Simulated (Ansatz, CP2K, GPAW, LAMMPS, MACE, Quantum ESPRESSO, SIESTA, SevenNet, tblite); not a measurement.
**Amorphous carbon (64 atoms) in GPAW**

Wanted: GPAW inputs and outputs for amorphous carbon (64 atoms), checked against a plane-wave reference.

Calculated with GPAW 26.7.0; the method is named at each step.

## Step 1: Starting point

The cell holds 64 atoms: 64 C. Its edges and angles: a = 7.590 Å, b = 7.590 Å, c = 7.590 Å, α = 90.0°, β = 90.0°, γ = 90.0°. 64 atoms (64 C) placed at random at 2.92 g/cm³, melted at 6000 K for 10 ps at fixed volume with the Tersoff potential (Tersoff, Phys. Rev. B 39, 5566 (1989)). Quenched from 6000 K to 300 K at 100 K/ps and fixed volume, held 5 ps, then minimised at fixed cell.

The yardstick, on the same geometry:

| Property | Result |
| --- | --- |
| method | Kohn-Sham DFT, PBE, PAW, plane waves (Ansatz 0.2.0); cutoff 420 eV, Γ point, fermi-dirac smearing of 0.05 eV; PAW set soft_2 |
| r.m.s. force component | 1.256 eV/Å |
| longest force | 5.071 eV/Å |
| pressure | -7.388 GPa |
| SCF cycles | 11 |
| time | 4.1 s on 4 threads of Arm Neoverse V1, shared host |
| CPU time | 14 s |

## Step 2: PBE, LCAO dzp, h 0.2 Å

Method: Kohn-Sham DFT, PBE, PAW, atomic orbitals (dzp).

The input, run.py:

```python
import numpy as np
from ase.io import read
from gpaw import GPAW, FermiDirac

atoms = read("structure.xyz")
atoms.calc = GPAW(
    mode="lcao",
    basis="dzp",
    h=0.2,
    xc="PBE",
    kpts={"size": (1, 1, 1), "gamma": True},
    occupations=FermiDirac(0.05),
    maxiter=200,
    symmetry={"point_group": False},
    txt="gpaw.txt",
)
energy = atoms.get_potential_energy(force_consistent=True)
forces = atoms.get_forces()
print(f"energy {energy:.6f} eV")
print("forces (eV/A)")
for i, (a, f) in enumerate(zip(atoms, forces)):
    print(f"{i:4d} {a.symbol:2s} {f[0]:10.5f} {f[1]:10.5f} {f[2]:10.5f}")
print(f"Fermi level {atoms.calc.get_fermi_level():.4f} eV")
for k in range(len(atoms.calc.get_ibz_k_points())):
    for s in range(atoms.calc.get_number_of_spins()):
        e = atoms.calc.get_eigenvalues(kpt=k, spin=s)
        n = np.searchsorted(e, atoms.calc.get_fermi_level())
        print(f"k {k} spin {s} levels about the Fermi level:", np.round(e[max(n - 6, 0):n], 4).tolist(), "|", np.round(e[n:n + 6], 4).tolist())
```

The input, structure.xyz:

```xyz
64
Lattice="7.59030 0.00000 0.00000 0.00000 7.59030 0.00000 0.00000 0.00000 7.59030" Properties=species:S:1:pos:R:3 pbc="T T T"
C 6.33532 6.97761 5.42342
C 6.62072 1.39145 3.81230
C 3.96183 5.72316 4.84314
C 2.99984 1.80740 7.44737
C 4.64974 4.93962 7.16949
C 1.54599 3.54619 1.33392
C 6.39392 5.10425 3.93777
C 5.66016 0.71599 0.76761
C 2.78989 1.89697 5.92848
C 4.06043 2.69456 0.55819
C 1.48003 3.92631 4.71563
C 6.46678 0.29139 2.89631
C 2.76879 5.83565 3.86620
C 4.73756 4.84337 1.78729
C 2.02502 0.93285 0.63455
C 2.23390 6.73510 6.46337
C 4.65969 7.19644 0.74476
C 1.39252 5.38145 4.42264
C 5.79193 3.73352 3.88752
C 7.30832 6.14237 6.24097
C 1.32307 0.60168 2.99483
C 1.18500 1.58584 4.03827
C 7.15720 6.55126 0.05989
C 3.97777 0.92784 5.28368
C 6.87901 2.81388 3.25715
C 7.15780 5.56915 1.12154
C 5.18000 7.13169 3.20098
C 5.35298 2.11352 1.04480
C 4.45141 6.40477 2.02881
C 0.50612 5.96598 2.11914
C 1.97705 5.96157 1.36777
C 4.22347 0.66673 3.70908
C 3.65526 6.90209 5.91208
C 3.86900 4.20852 0.62924
C 3.38300 2.91088 2.92621
C 4.48784 6.40424 7.08076
C 0.24562 5.37947 3.46512
C 0.47902 1.39092 0.16691
C 0.43568 3.81511 7.00585
C 3.00933 6.20515 2.44620
C 0.32039 1.31790 6.20628
C 3.89777 4.16275 5.27966
C 6.14678 4.51828 1.36883
C 6.55680 3.05214 1.54576
C 1.11729 6.17258 5.67033
C 0.90006 2.97517 3.67704
C 3.54156 1.47707 2.70814
C 4.54021 3.89762 2.94951
C 5.22881 3.30451 5.28915
C 5.66882 4.23660 6.40386
C 6.99218 0.34817 0.43272
C 2.38935 4.56063 0.59956
C 2.62139 3.50186 5.67284
C 1.94350 3.27354 2.65615
C 5.47610 6.22564 4.36753
C 1.81871 4.19425 6.83286
[... 4 atom lines left out ...]
C 0.24130 2.86640 0.66408
C 2.03549 7.06832 0.26604
C 6.56257 0.99236 5.38782
C 5.24922 1.77051 5.59959
```

The run is started by

```bash
$ OMP_NUM_THREADS=1 python run.py > output.txt
```

The log of the run:

```text
energy -511.212508 eV
forces (eV/A)
   0 C    -1.17412    0.69874   -0.00478
   1 C     2.65193    1.04646    1.43297
   2 C    -0.72888    0.19281   -1.10784
   3 C     0.64542    0.62478    0.58388
   4 C    -1.95232    0.04396   -3.27053
   5 C    -0.46128   -1.86384    2.01150
   6 C     1.19254    0.51742   -1.11897
   7 C     0.11992    1.48789    0.86989
   8 C     0.04671    0.08855    0.29817
   9 C     1.80499   -2.53559    0.02041
  10 C     0.17639   -1.19130   -0.29821
  11 C     1.12726   -2.05114    0.52852
  12 C     1.38092    0.39287   -4.39769
  13 C     0.24979   -1.69098    1.08504
  14 C    -0.06067   -0.98570   -1.26468
  15 C    -1.61772   -0.53244   -2.25801
  16 C    -0.42380   -1.61854   -1.28908
  17 C     0.82047    0.87052   -0.48901
  18 C     0.22864    0.37600   -1.18587
  19 C     0.30701   -0.26756    0.03655
  20 C    -0.43935    0.08338   -1.86674
  21 C    -2.00021   -2.45994    0.47621
  22 C     1.46137    0.50161    1.39138
  23 C     0.37312    0.04004   -0.49345
[...]
56 C    -1.46611    0.61697   -0.05808
  57 C    -3.49133    1.01844    3.36129
  58 C    -0.77546   -0.12759    1.35167
  59 C     1.04969   -1.41979   -1.47742
  60 C     1.72209    1.64797   -0.12078
  61 C    -0.66044   -0.92795    0.71333
  62 C     0.06139   -0.98501   -0.23895
  63 C    -0.29611   -1.05300   -1.39931
Fermi level 9.9594 eV
k 0 spin 0 levels about the Fermi level: [9.0011, 9.1729, 9.3622, 9.7047, 9.8664, 9.9434] | [9.969, 10.0722, 10.1847, 10.2484, 10.3436, 10.7165]
```

gpaw.txt:

```text
Input parameters:
  mode=LCAO(),
  basis={'default': 'dzp'},
  h=0.2,
  kpts=MonkhorstPack(size=(1, 1, 1), gamma=True),
  maxiter=200,
  occupations=Occupations(name='fermi-dirac', width=0.05, fixmagmom=False),
  symmetry=Symmetry(point_group=False),
  xc=XC(name='PBE')
Unit cell  # Å
| periodic |        x |        y |        z |  lengths |    angles |
|----------|----------|----------|----------|----------|-----------|
|      yes | 7.590300 | 0.000000 | 0.000000 | 7.590300 | 90.000000 |
|      yes | 0.000000 | 7.590300 | 0.000000 | 7.590300 | 90.000000 |
|      yes | 0.000000 | 0.000000 | 7.590300 | 7.590300 | 90.000000 |
Number of symmetries: 1
Symmetry operations  # r_c * U_cc + t_c -> r_c
|   | kind |            matrix            |
|---|------|------------------------------|
| 0 |  E   |  1, 0, 0,  0, 1, 0,  0, 0, 1 |
BZ-sampling:
  Number of BZ points: 1
  Number of IBZ points: 1
  Monkhorst-Pack size: [1, 1, 1]
  Monkhorst-Pack shift: [0, 0, 0]
[... lines left out ...]
  Fermi-Dirac:
[... lines left out ...]
xc functional:
  name: PBE with 2 nearest neighbor stencil
interpolation: tri-quintic # 5. degree polynomial
Initialization done in: 5.589 s
convergence criteria:
- Maximum [total energy] change in last 3 cyles: 0.0005 eV / valence electron
- Maximum integral of absolute [dens]ity change: 0.0001 electrons / valence electron
- Maximum integral of absolute [eigenst]ate change: 4e-08 eV^2 / valence electron
maximum number of iterations: 200
SCF iterations
|iter     |      energy | eigst |  dens |
|---------|-------------|-------|-------|
|iter:   1| -517.151848 |      c|       |
|iter:   2| -515.921352 |      c| -0.95 |
|iter:   3| -523.462194 |      c| -0.98 |
|iter:   4| -521.023802 |      c| -1.12 |
|iter:   5| -514.318329 |      c| -1.15 |
|iter:   6| -511.398961 |      c| -1.44 |
|iter:   7| -511.163678 |      c| -1.89 |
|iter:   8| -511.222466 |      c| -2.04 |
|iter:   9| -511.141099c|      c| -2.02 |
|iter:  10| -511.108818c|      c| -2.23 |
|iter:  11| -511.114473c|      c| -2.44 |
[...]
|iter:  16| -511.102443c|      c| -3.79 |
|iter:  17| -511.102439c|      c| -3.93 |
|iter:  18| -511.102490c|      c| -4.22c|
Converged in 18 steps
SCF loop duration: 119.405 s (6.634 s/step)
Energy contributions relative to reference atoms: (reference = -65768.199391)
Energy contributions:
  Kinetic:         336.999678
  Coulomb:        -326.693618
  Zero:              9.645722
  External:          0.000000
  Xc:             -530.944254
  Entropy:          -0.220035
  Spinorbit:         0.000000
  ----------------------------
  Free energy:    -511.212508
  Extrapolated:   -511.102490
dipole moment: (-21.888109, 6.507872, -32.310918)  # |e|*Ang
Fermi level: 9.959
Eigenvalues  # (at kpt = [0.000, 0.000, 0.000])
| band index |      eig [eV] | occ [0-2] |
|------------|---------------|-----------|
|          0 |       -10.992 |     2.000 |
|        ... |               |           |
|        120 |         8.636 |     2.000 |
|        121 |         8.798 |     2.000 |
[...]
|        135 |        10.877 |     0.000 |
|        ... |               |           |
|        157 |        15.721 |     0.000 |
Gap: 0.026 eV
Transition (v -> c):
  (s=0, k=0, n=127, [0.00, 0.00, 0.00]) -> (s=0, k=0, n=128, [0.00, 0.00, 0.00])
No difference between direct/indirect transitions
Force computation time: 16.782  # s
timing:  # [seconds]
  Total:  141.803  # ━━━━━━━━━━━━━━━━━━━━━━━━━━━━━━━━━━━━━━━━━━━━━━━━━━━━━━━━
  Init:     5.588  # ━━
  SCF:    119.405  # ━━━━━━━━━━━━━━━━━━━━━━━━━━━━━━━━━━━━━━━━━━━━━━━
  Forces:  16.782  # ━━━━━━╸
```

It took 2.4 min on 1 thread of Arm Neoverse V1, shared host; peak memory 0.5 GiB.

Banners, paths, timers and routine set-up lines are dropped from the logs unmarked, and long logs keep their key lines alone; longer cuts are marked.

Against the reference:

| Quantity | Value |
| --- | --- |
| r.m.s. force component | 1.248 eV/Å |
| r.m.s. difference of force components | 120.3 meV/Å |
| longest difference of force vectors | 372.6 meV/Å |
| force difference over r.m.s. force | 9.579 % |
| slope of forces against the reference's | 0.9887 |
| correlation of force components | 0.9954 |

A closer look about C58, which bears the longest force: 13 atoms, nearest first, numbered in the order of the input, with positions taken from that point.

| atom | x | y | z | distance (Å) | bonds | Fx | Fy | Fz (eV/Å) |
| --- | --- | --- | --- | --- | --- | --- | --- | --- |
| C58 | 0.00 | 0.00 | 0.00 | 0.00 | 3 | -3.49 | 1.02 | 3.36 |
| C22 | -0.31 | 0.24 | -1.36 | 1.42 | 3 | -2.00 | -2.46 | 0.48 |
| C41 | -1.18 | -0.03 | 0.81 | 1.43 | 3 | 1.44 | 0.35 | -1.10 |
| C9 | 1.29 | 0.55 | 0.53 | 1.50 | 4 | 0.05 | 0.09 | 0.30 |
| C46 | -0.60 | 1.63 | -1.72 | 2.45 | 4 | 0.30 | 0.61 | -0.19 |
| C53 | 1.12 | 2.16 | 0.27 | 2.45 | 4 | -1.36 | 0.57 | -0.70 |
| C24 | 2.48 | -0.42 | -0.11 | 2.52 | 4 | 0.37 | 0.04 | -0.49 |
| C21 | -0.17 | -0.74 | -2.40 | 2.52 | 3 | -0.44 | 0.08 | -1.87 |
| C63 | -2.52 | -0.35 | -0.01 | 2.55 | 4 | 0.06 | -0.99 | -0.24 |
| C16 | 0.74 | -2.20 | 1.07 | 2.55 | 3 | -1.62 | -0.53 | -2.26 |
| C38 | -1.02 | 0.05 | 2.36 | 2.57 | 4 | 0.07 | 0.16 | -0.65 |
| C4 | 1.50 | 0.46 | 2.05 | 2.58 | 3 | 0.65 | 0.62 | 0.58 |
| C11 | -0.02 | 2.58 | -0.68 | 2.67 | 3 | 0.18 | -1.19 | -0.30 |

Atoms are counted from 1 here, from 0 in the log.

Forces lie 9.6 % from the reference's, at 11 times its CPU time (on 1 against 4 cores).

## Step 3: PBE, LCAO sz(dzp), h 0.2 Å

Method: Kohn-Sham DFT, PBE, PAW, atomic orbitals (sz(dzp)).

Changes to run.py since step 2:

```diff
@@ -7,3 +7,3 @@
     mode="lcao",
-    basis="dzp",
+    basis="sz(dzp)",
     h=0.2,
```

structure.xyz is that of step 2.

The log of the run:

```text
energy -452.563392 eV
forces (eV/A)
   0 C    -1.86271    1.00994    0.34868
   1 C     2.96733    1.43481    2.11457
   2 C     0.02336    0.09462   -0.98414
   3 C     0.78826    0.80819    0.92776
   4 C    -2.18627   -0.09526   -3.83592
   5 C    -0.93349   -2.41561    2.15964
   6 C     1.70369    0.51605   -1.23939
   7 C    -0.28137    1.44861    0.96266
   8 C     0.68922    0.31014   -0.19856
   9 C     1.56497   -2.54203    0.09902
  10 C    -0.12327   -1.87983    0.30657
  11 C     0.91655   -2.50263   -0.78556
[...]
59 C     1.27627   -1.68556   -2.22173
  60 C     1.81008    1.64366    0.13469
  61 C    -0.93836   -1.40149    1.23017
  62 C     0.69895   -1.35236    0.18329
  63 C    -0.46848   -0.52502   -0.24759
Fermi level 9.6983 eV
k 0 spin 0 levels about the Fermi level: [8.724, 8.9478, 9.1507, 9.4479, 9.5772, 9.694] | [9.6995, 9.8303, 9.9608, 10.0588, 10.1835, 10.5229]
```

gpaw.txt:

```text
Input parameters:
  mode=LCAO(),
  basis={'default': 'sz(dzp)'},
  h=0.2,
  kpts=MonkhorstPack(size=(1, 1, 1), gamma=True),
  maxiter=200,
  occupations=Occupations(name='fermi-dirac', width=0.05, fixmagmom=False),
  symmetry=Symmetry(point_group=False),
  xc=XC(name='PBE')
[... lines left out ...]
  Fermi-Dirac:
[... lines left out ...]
convergence criteria:
- Maximum [total energy] change in last 3 cyles: 0.0005 eV / valence electron
[... lines left out ...]
Converged in 17 steps
[... lines left out ...]
  Free energy:    -452.563392
[... lines left out ...]
Fermi level: 9.698
[... lines left out ...]
|          0 |       -11.557 |     2.000 |
|        ... |               |           |
|        120 |         8.334 |     2.000 |
|        121 |         8.454 |     2.000 |
[...]
|        135 |        10.671 |     0.000 |
|        ... |               |           |
|        157 |        16.470 |     0.000 |
Gap: 0.005 eV
Transition (v -> c):
  (s=0, k=0, n=127, [0.00, 0.00, 0.00]) -> (s=0, k=0, n=128, [0.00, 0.00, 0.00])
No difference between direct/indirect transitions
Force computation time: 3.904  # s
timing:  # [seconds]
  Total:  40.441  # ━━━━━━━━━━━━━━━━━━━━━━━━━━━━━━━━━━━━━━━━━━━━━━━━━━━━━━━━━
  Init:    4.001  # ━━━━━╸
  SCF:    32.511  # ━━━━━━━━━━━━━━━━━━━━━━━━━━━━━━━━━━━━━━━━━━━━━━
  Forces:  3.904  # ━━━━━╸
```

Wall time 42 s (1 thread); peak memory 0.37 GiB.

Against the reference:

- r.m.s. force component: 1.457 eV/Å
- r.m.s. difference of force components: 618.6 meV/Å
- longest difference of force vectors: 1961 meV/Å
- force difference over r.m.s. force: 49.24 %
- slope of forces against the reference's: 1.052
- correlation of force components: 0.9065

This is a coarse setting, run to see what it loses.

Against the first run (9.6 %), the force difference from the reference is 49 %, at 0.29 times the CPU time, with 256 basis functions against 832: the smaller basis costs accuracy.

(Part 1 of 2 ends here.)

[Also dropped from logs without a mark: logging warnings of Python, and SIESTA's first energy breakdown and zero terms.]

[Logs are printed without paths, hosts, clocks, repeated set-up lines and the standing remarks that a program may print on its own settings, such as how far it seeks lower states.]

[Hosts, paths, dates, database ids (printed as entryN), source tags and the programs' standing remarks are cut or masked in the printed files.]
